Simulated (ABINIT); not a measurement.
An input for ABINIT 10.8.3 (PbO (P4/nmm)):

```
acell 3*1.0 Angstrom
rprim 
  3.960000000000 0.000000000000 0.000000000000
  0.000000000000 3.960000000000 0.000000000000
  0.000000000000 0.000000000000 5.070000000000
ntypat 2
znucl 82 8
natom 4
typat 1 1 2 2
xred 
  0.000000000000 0.500000000000 0.238990104021
  0.500000000000 0.000000000000 0.761009895979
  0.000000000000 0.000000000000 0.000000000000
  0.500000000000 0.500000000000 0.000000000000
pp_dirpath "pseudos"
pseudos "Pb.upf, O.upf"
ecut 42
ngkpt 4 4 4
nshiftk 1
shiftk 0.11 0.21 0.31
kptopt 3
chksymbreak 0
iscf -2
irdden 1
istwfk *1
nband 44
nbdbuf 4
tolwfr 1e-09
nstep 60
prtvol 0
indata_prefix "in"
outdata_prefix "out"
tmpdata_prefix "tmp"
```

The database entry behind the starting cell differs from later determinations by our own check (c about 1 % long), so it need not match the best structure at ambient conditions.

```sh
OMP_NUM_THREADS=1 mpirun -n 4 abinit run.abi > log
```

Question: Estimate wall time and host memory on 4 MPI ranks of AMD EPYC 7R43, shared host.

It took 77 s; on shared hardware allow 39 s to 2.6 min. Peak host memory was 0.63 GiB.

[Paths, hosts, dates, memory and timing lines, banners, echoed tables and standing remarks are left out of the program output.]

[Logs are printed without paths, hosts, clocks, repeated set-up lines and the standing remarks that a program may print on its own settings, such as how far it seeks lower states.]

[Runs of the session that timed out or met a known fault of the program may be left out.]

[Hosts, paths, dates, database ids (printed as entryN), source tags and the programs' standing remarks are cut or masked in the printed files.]

[G0W0 gaps are taken among the corrected bands and points alone; a level outside them can change the order at an edge.]

[Where Ansatz stands beside ABINIT at settings called matched, ABINIT's density can come from a denser mesh and the files from another edition; pairs whose starting gaps differed by over 0.03 eV were left out, so agreement reads better than it is.]
